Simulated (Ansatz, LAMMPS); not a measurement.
**What do other settings change for glassy 47SiO2-40B2O3-7CaO-7Na2O (mol %) (112 atoms)?**

Density of this cell: 2.35 g/cm³. The cell holds 112 atoms: 14 Si, 24 B, 2 Ca, 4 Na and 68 O. Cell: a = 11.050 Å, b = 11.050 Å, c = 11.050 Å, α = 90.0°, β = 90.0°, γ = 90.0°. 112 atoms (14 Si, 24 B, 2 Ca, 4 Na, 68 O) placed at random at 2.17 g/cm³, melted at 3000 K for 20 ps at fixed volume with the Buckingham and Coulomb pair potential of Guillot and Sator (Geochim. Cosmochim. Acta 71, 1249 (2007)) with the boron terms of Wang et al. (J. Non-Cryst. Solids 498, 294 (2018)). Quenched from 3000 K to 300 K at 20 K/ps and fixed volume, held 10 ps at zero pressure, then minimised at fixed cell.

Geometry: as built.

Reference run: Kohn-Sham DFT, PBE, PAW (set soft_2), plane waves (Ansatz 0.2.0), cutoff 750 eV, Γ point, fermi-dirac smearing of 0.025 eV.

| Quantity | Value |
| --- | --- |
| r.m.s. force component | 0.8177 eV/Å |
| gap (highest filled to lowest empty level) | 3.351 eV |
| SCF cycles | 9 |
| time | 28 s on 4 threads of Arm Neoverse V2, shared host |

**Question.** The same geometry is run again with each of these changes. How far do the results move, and how long does each run take?
- support functions medium
- support functions low
- support functions medium, radius 3.45 Å
- support functions medium, radius 3.74 Å

Each row is set against the run with plane waves at 750 eV (Kohn-Sham DFT, PBE, PAW (set soft_2), plane waves; r.m.s. force component 0.818 eV/Å). Energies are set beside the reference only for runs with its functional, potentials and electron count. Times are for 4 threads of Arm Neoverse V2, shared host.

```tsv
run	Δ force, r.m.s. (meV/Å)	share of r.m.s. force (%)	Δ energy (meV/atom)	Δ gap (eV)	cycles	time	host memory (GiB)
reference	-	-	-	-	9	28 s	3.7
support functions medium	0.335	0.041	-0.872	-4.0e-4	14	3.1 min	5.3
support functions low	0.518	0.0634	-0.845	-0.0013	12	1.8 min	3.7
support functions medium, radius 3.45 Å	0.38	0.0464	-0.872	-4.0e-4	14	2.9 min	5.1
support functions medium, radius 3.74 Å	0.273	0.0333	-0.872	-3.0e-4	14	3.5 min	5.6
```

Among numerical settings the force difference runs from 0.27 meV/Å (support functions medium, radius 3.74 Å) to 0.52 meV/Å (support functions low). At 112 atoms the fastest of the runs at a preset level, support functions low, takes 3.8 times the time of plane waves, in 12 SCF cycles against 9. Differences between support functions and plane waves include what basis error the plane-wave run still has. 

[Logs are printed without paths, hosts, clocks, repeated set-up lines and the standing remarks that a program may print on its own settings, such as how far it seeks lower states.]

[Hosts, paths, dates, database ids (printed as entryN), source tags and the programs' standing remarks are cut or masked in the printed files.]
